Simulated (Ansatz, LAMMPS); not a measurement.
# Aqueous Li+ and Br-, 2.6 mol of salt per kg of water at 280 K (201 atoms): support functions against a reference, part 2 of 2

Wanted: errors and times of a linear-scaling basis for aqueous Li+ and Br-, 2.6 mol of salt per kg of water at 280 K (201 atoms). A setting counts as converged where the r.m.s. difference of forces stays under 1 % of the r.m.s. force.

Ansatz 0.2.0; Kohn-Sham DFT, PBE+D3(BJ), PAW (set soft_2), plane waves.

The cell: 65 O, 130 H, 3 Li and 3 Br. The network of contacts between molecules at the start is that of the classical potential that made the cell. The density was typed from a rule of thumb and may lie off the real one at this temperature. Sampling is at Γ alone, for a cell whose shortest periodic width is 13 Å.

So far: The structure; Making the structure; Plane-wave single point.

## Step 3: Plane-wave single point (continued)

Valence density in the ac plane at fractional y = 0.169, with atoms of O and H and Li within 0.2 Å of it. It is the smooth field of the valence electrons, not physical close to the nuclei.

Ten steps, logarithmic in the rise over the least value, from '0' (0.0 e/Å³) to '9' (6.2 e/Å³), each cell a mean:
```
2344321111111111222222222222221111112
4665321111111111111122222344332111112
4664311110111111111111123344433211112
2332211111111111111111112344433211111
1111111111111111111111111223322211111
1112222111111111111111111122222111111
1122344211111111111111111124543211111
2222344211111122332211111136775321122
4322222111111135775311111248997643345
7531111101011247997432222347987644689
7421111111111246886444445544544334799
4311112221111123333467898642111112456
2111234542111111112247998531122222222
1111235653211111111124675322356643111
1111124554211111111112334323589964211
1010112342201010101020249943478874220
2110111121111010101010238832245664332
4321112222211111111111111111112234565
6532223455432111111111111111111124788
6532235666542111111111111111111124677
3221235666542223322111111111122222343
1111224555432234554311111111222111111
1111112222221224566421111111222111111
1122211111111123455421111111222111111
```
Columns run along a (12.7 Å), rows up along c (12.7 Å). Atoms in or near the plane, at fractional coordinates: O at (0.82, 0.37), H at (0.87, 0.31), O at (0.61, 0.48), H at (0.67, 0.52), H at (0.55, 0.52), H at (0.48, 0.03), O at (0.45, 0.59), O at (0.77, 0.62), H at (0.84, 0.60), H at (0.76, 0.70), O at (0.96, 0.56), H at (0.02, 0.19), H at (0.03, 0.89), Li at (0.66, 0.33).

Mean Löwdin charges: Br -0.49, H +0.39, Li +0.78, O -0.69 e (they miss 1.1 % of the electrons, so they add up to more than the cell's charge). The largest share in the top eV of filled states is O p (99 % of the projected weight), and in the lowest eV of empty states H s (67 % of the projected weight).

## Step 4: Local order

These statistics describe the geometry on which the runs were made.

Density 1.15 g/cm³, 10.30 Å³ an atom.

g(r), total and by pair (bins of 0.2 Å):

```
r (Å)  total   H-H   H-O  H-Br  H-Li   O-O  O-Br
 0.90   2.58  0.00  6.15  0.00  0.00  0.00  0.00
 1.10   2.71  0.00  6.50  0.00  0.00  0.00  0.00
 1.30   0.00  0.00  0.00  0.00  0.00  0.00  0.00
 1.50   0.03  0.00  0.08  0.00  0.00  0.00  0.00
 1.70   1.48  2.43  1.11  0.00  0.00  0.00  0.00
 1.90   0.60  0.21  1.15  0.00  0.00  0.00  0.00
 2.10   0.54  0.67  0.40  0.00  0.00  0.00  0.00
 2.30   0.74  1.42  0.15  3.68  0.78  0.00  0.00
 2.50   0.69  1.30  0.12  2.35  1.66  0.18  0.00
 2.70   0.92  1.05  0.32  1.18  2.88  2.58  0.00
 2.90   0.89  0.66  0.82  0.52  2.08  2.10  0.00
 3.10   0.99  0.59  1.51  0.43  0.22  0.94  0.42
 3.30   1.15  0.98  1.46  0.20  0.00  0.82  3.56
 3.50   1.22  1.03  1.46  0.33  0.85  1.11  2.44
 3.70   1.17  1.13  1.27  2.14  0.77  0.88  1.25
 3.90   1.00  1.09  0.95  0.83  0.69  1.00  1.12
 4.10   1.12  1.24  1.02  1.28  0.50  1.20  0.26
 4.30   1.01  1.04  0.91  0.92  1.83  1.05  0.70
 4.50   1.00  1.06  0.94  1.24  0.73  1.07  0.61
 4.70   0.92  0.98  0.85  1.25  1.43  0.88  0.20
 4.90   0.99  0.89  1.01  1.23  1.75  1.01  1.77
 5.10   0.97  0.95  0.96  1.14  1.38  0.95  1.60
 5.30   0.90  0.92  0.90  0.60  1.06  0.73  1.51
 5.50   1.00  1.04  0.99  0.83  0.63  0.97  1.38
 5.70   0.98  0.92  1.07  1.23  0.65  0.89  0.65
 5.90   0.95  0.89  0.99  1.09  1.14  0.91  1.10
 6.10   1.00  1.03  0.94  1.19  0.96  1.09  0.46
 6.30   0.97  0.98  0.93  1.01  0.95  1.07  0.85
```

Bonds by pair of elements; cutoffs follow the first minimum of g(r), held within bounds set by covalent radii, and pairs that aren't listed don't count as bonded:

```
pair A-B  cutoff (Å)  bonds  mean length (Å)  spread (Å)  shortest (Å)  B about A  A about B
     H-O        1.21    130                1           0             1          1          2
    O-Li        2.48     12             2.02        0.05          1.93      0.185          4
```

How many atoms have how many bonded neighbours:

```
element  mean  0    1   2   3  4
     Br     0  3    0   0   0  0
      H     1  0  130   0   0  0
     Li     4  0    0   0   0  3
      O  2.19  0    0  53  12  0
```

Bond angles, per cent of each kind in bins of 5°:

```
angle (°)  H-O-H  H-O-Li  O-Li-O
    90–95    0.0     0.0    11.1
   95–100    0.0     4.2    16.7
  100–105    0.0     8.3    16.7
  105–110  100.0    12.5    11.1
  110–115    0.0     8.3    11.1
  115–120    0.0    12.5    11.1
  120–125    0.0     8.3    16.7
  125–130    0.0    12.5     5.6
  130–135    0.0    16.7     0.0
  135–140    0.0     4.2     0.0
  140–145    0.0     4.2     0.0
  145–150    0.0     4.2     0.0
  150–155    0.0     4.2     0.0
```

Bond angles (no mean is given where the spread exceeds 20°):

```
 angle  count  mean (°)  spread (°)
 H-O-H     65       110           0
H-O-Li     24       123        13.7
O-Li-O     18       109        11.2
```

Hydrogen bonds between water molecules (O–O under 3.5 Å, H–O···O angle under 30°):

```
hydrogen bonds to other water  molecules
                            0          1
                            1          5
                            2         15
                            3         23
                            4         17
                            5          4
```

First shells of the ions:

```
ion  count                 shell  mean number
 Li      3  water O within 2.7 A            4
 Br      3        H within 3.1 A         7.33
```

Bond length by coordination (bonds to H left out):

```
element  coordination  atoms  mean bond length (Å)
      O             3     12                  2.02
```

For some of the pairs, g(r) has its first main peak near 1.6 Å (H-H), 1.0 Å (H-O), 2.3 Å (H-Br), 2.8 Å (H-Li), 2.8 Å (O-O) and 3.3 Å (O-Br). Counting bonds as in the table, all H atoms have 1, all Li atoms have 4 and 82 % of O atoms have 2 bonded neighbours. The 65 water molecules hold 2.95 hydrogen bonds each to other water on average, with a mean O–O distance of 2.83 Å. Ion shells in this frame: Li 4.0 (water O within 2.7 Å), Br 7.3 (H within 3.1 Å).

The surroundings of H51, which bears the longest force, nearest first, numbered as they follow in the input and with coordinates relative to it.

```
atom      x      y      z  distance (Å)  bonds  Löwdin charge (e)     Fx     Fy  Fz (eV/Å)
 H51   0.00   0.00   0.00          0.00      1               0.39   1.32   1.01      -0.41
 O49   0.83   0.40  -0.39          1.00      3              -0.73  -0.71   0.09       0.34
 H50   0.92   1.35  -0.10          1.63      1               0.40  -0.42  -0.43       0.13
 O25  -1.32   1.31   1.48          2.38      2              -0.72  -0.15  -0.10      -0.32
 H27  -1.84   0.46   1.50          2.42      1               0.38   0.13   0.52      -0.28
 H80  -1.48  -1.61   1.13          2.46      1               0.39  -0.34  -0.35       0.35
 H26  -1.58   1.84   0.67          2.52      1               0.39  -0.12  -0.43       0.85
 O82   0.23  -2.29   1.19          2.59      2              -0.70  -0.31  -0.15      -0.08
 H38   0.80  -0.91   2.37          2.66      1               0.40   0.77  -0.43       0.54
 H84   0.55  -2.61   0.30          2.68      1               0.38  -0.14   0.01       0.54
```

The column of bonds counts only the pairs H-O within 1.21 Å, O-Li within 2.48 Å; other neighbours, such as metal atoms beside each other in a compound, aren't counted, and periodic images can show an atom twice.

## Step 5: Support functions medium

The cell is solved in localised support functions. Besides, the program derives a nominal cutoff of 464 eV for this run, against the reference's 420.

This step: Kohn-Sham DFT, PBE+D3(BJ), PAW (set soft_2), localised support functions (medium) (Ansatz 0.2.0).

input.yaml reads:

```yaml
crystal:
  lattice:
    - [12.74579, 0.0, 0.0]
    - [0.0, 12.74579, 0.0]
    - [0.0, 0.0, 12.74579]
  atoms:
    [... the 201 atom lines of step 3 ...]
kpoints:
  mp_grid: { grid: [1, 1, 1] }
hamiltonian:
  xc: pbe
  dispersion: d3bj
scf:
  occupations: { method: fixed }
  eigensolver: { kind: { support_functions: { accuracy: medium } } }
  max_iter: 150
output:
  forces: true
  eigenvalues: true
```

Launch:

```sh
$ ansatz run input.yaml --threads 8 --pin off --max-ram 15872MiB --backend cpu --events-out ev --progress --plain --runs-dir out
```

Numbers of over 12 decimals in the logs are rounded to 6 here.

The log of the run:

```text
Warning: scf.eigensolver.kind.support_functions: disabling space-group detection — the functions' gradient is summed over unrotated k-points, so no spatial operation reduces the k-mesh or symmetrises the density; time reversal is kept, so that k and −k are solved as one point where they differ and the mesh holds both, and exact exchange and, on two spinor components, a DFT+U term hold to it where the run has them: [...]
Warning: basis.ecutwfc = 464 eV, auto-derived: no grid that the accuracy of the support functions lays serves the files at the lower one that their records recommend; a deck with other species or settings can derive another value
settings of this run that can trade accuracy for cost: scf.eigensolver.kind.support_functions [...]
[...]
Crystal: 201 atoms, lattice volume = 2070.619 Å³
Basis set: ecut = 464 eV, 47089 PW (Γ), exchange–correlation on 180×180×180 points (8 copies of the dense FFT grid, shifted against one another)
Bands: 330, of which v1, the nominal top of the filled ones, is band 275 counted from 1 (274 counted from 0)
Symmetry: 1 space group operations
k-points: 1
[...]
SCF iter   1: F=—  HF=-47948.509149 eV  |F-HF|=—  |Δ(HF+E_count)|=         —  Δρ=9.23e-2  dr2=1.49e2  ethr=1.00e-1
[...]
SCF iter  12: F=-47955.875973 eV  HF=-47955.875973 eV  |F-HF|=1.03e-7  |Δ(HF+E_count)|=   1.70e-3  Δρ=1.02e-5  dr2=3.55e-6  ethr=2.55e-9
SCF 1 converged in 12 iterations: F = -47955.892979 eV  dr2 = 3.55e-6
[...]
SCF converged after 12 iterations
Stability not checked: this state was not tested for a lower state beside it, because the mixer in use, unlike msr1, does not test its closes by its own steps (another_mixer; see scf.mixing.algorithm and scf.lower_state_search)
Free energy (F): -47955.892979 eV
[...]
Internal energy: -47955.892979 eV  (E = F + TS)
E sigma→0 (E₀):  -47955.892979 eV
Fermi energy:    -1.295716 eV
[...]
--- Forces (eV/Å), atoms counted from 1 ---
  atom   1  O      0.07560966     0.11971543    -0.25163467
  atom   2  H      0.47162556     0.10818398    -0.38411141
  atom   3  H     -0.51983330    -0.38929390     0.49792247
  atom   4  O      0.23386963     0.41573997     0.09246589
  atom   5  H     -0.32581881    -0.70281572    -1.05602125
  atom   6  H     -0.02625201     0.65665214     0.98416453
  atom   7  O      0.27011557     0.26941963    -0.62116861
  atom   8  H     -0.50373558    -0.60481455     0.91663672
  atom   9  H      0.41897149     0.11823452    -0.41392512
  atom  10  O      0.60601665    -0.00076185     0.32519526
  atom  11  H      0.42059306    -0.69040240     0.34970367
  atom  12  H     -0.84073576     0.50610191    -0.39886275
  atom  13  O     -0.45871047    -0.17177017    -0.61657077
  atom  14  H      0.15919250     1.13403819     0.24380269
[...]
atom 200  Br    -0.25163632     0.06033709    -0.11036320
  atom 201  Br    -0.21863021    -0.16982663    -0.16742635
  max |Σ_I F_I| component: 3.35e-3 eV/Å
--- Band table (eV) ---
[...]
```

Run time: 67 s. Hardware: 8 threads of Arm Neoverse V2, shared host; peak memory 4.7 GiB; 8.5 min of CPU time.

The program notes that the band table was not solved further than the SCF left it and it switched symmetry off.

Keys that differ from the reference: support_functions.accuracy = "medium" and scf.max_iter = 150.

Forces differ from the reference by 12 meV/Å r.m.s., 2.4 % of their size, over a tolerance of 1 %; the energy by -5.7 meV/atom. It took 67 s and 12 cycles; the reference's time can't be set against it, since the two runs asked for unlike analyses.

## Step 6: What each setting buys

Differences are against the plane-wave reference (Kohn-Sham DFT, PBE+D3(BJ), PAW (set soft_2), plane waves), whose r.m.s. force component is 0.512 eV/Å. Energies are set beside the reference only for runs with its functional, potentials and electron count. Times are for 8 threads of Arm Neoverse V2, shared host. The reference's time includes the DOS, the stress and grids, which some other runs skip.

```
                     run  Δ force, r.m.s. (meV/Å)  share of r.m.s. force (%)  Δ energy (meV/atom)  Δ gap (eV)  cycles  time  host memory (GiB)
               reference                        -                          -                    -           -       9  22 s                3.0
support functions medium                     12.3                       2.40                -5.68      4.0e-4      12  67 s                4.7
```

## Step 7: Outcome

- free energy per atom: -238.5809 eV/atom
- pressure: -2.499 GPa
- r.m.s. force component: 0.5119 eV/Å
- gap (highest filled to lowest empty level): 3.24 eV
- wall time of the 2 DFT runs: 88 s

Against plane waves at 420 eV, the forces differ by 12 meV/Å (2.4 %) with support functions medium. At 201 atoms the run with support functions medium takes roughly 3.1 times the time of plane waves (whose run also made extra analyses, so the like-for-like ratio is larger), in 12 SCF cycles against 9. In energy the support functions at preset levels lie below plane waves at 420 eV. Their grid holds more waves than that cutoff, so part of the difference is likely the reference's own basis error.

Between filled and empty levels lie 3.24 eV (at Γ alone); a semilocal functional tends to put such gaps too low. In a disordered cell it changes from sample to sample and from frame to frame. Counting bonds as in the table, all H atoms have 1, all Li atoms have 4 and 82 % of O atoms have 2 bonded neighbours. The 65 water molecules hold 2.95 hydrogen bonds each to other water on average, with a mean O–O distance of 2.83 Å.

Caveats: The force components of 0.51 eV/Å r.m.s. reflect the temperature of the frame as well as the gap between the generating potential and DFT, above all in bond lengths inside molecules. The pressure of -2.5 GPa is that of one thermal frame, in which the classical model's bond lengths enter as well as the volume, without the kinetic term and with the strain of bonds inside molecules.

[Logs are printed without paths, hosts, clocks, repeated set-up lines and the standing remarks that a program may print on its own settings, such as how far it seeks lower states.]

[Hosts, paths, dates, database ids (printed as entryN), source tags and the programs' standing remarks are cut or masked in the printed files.]
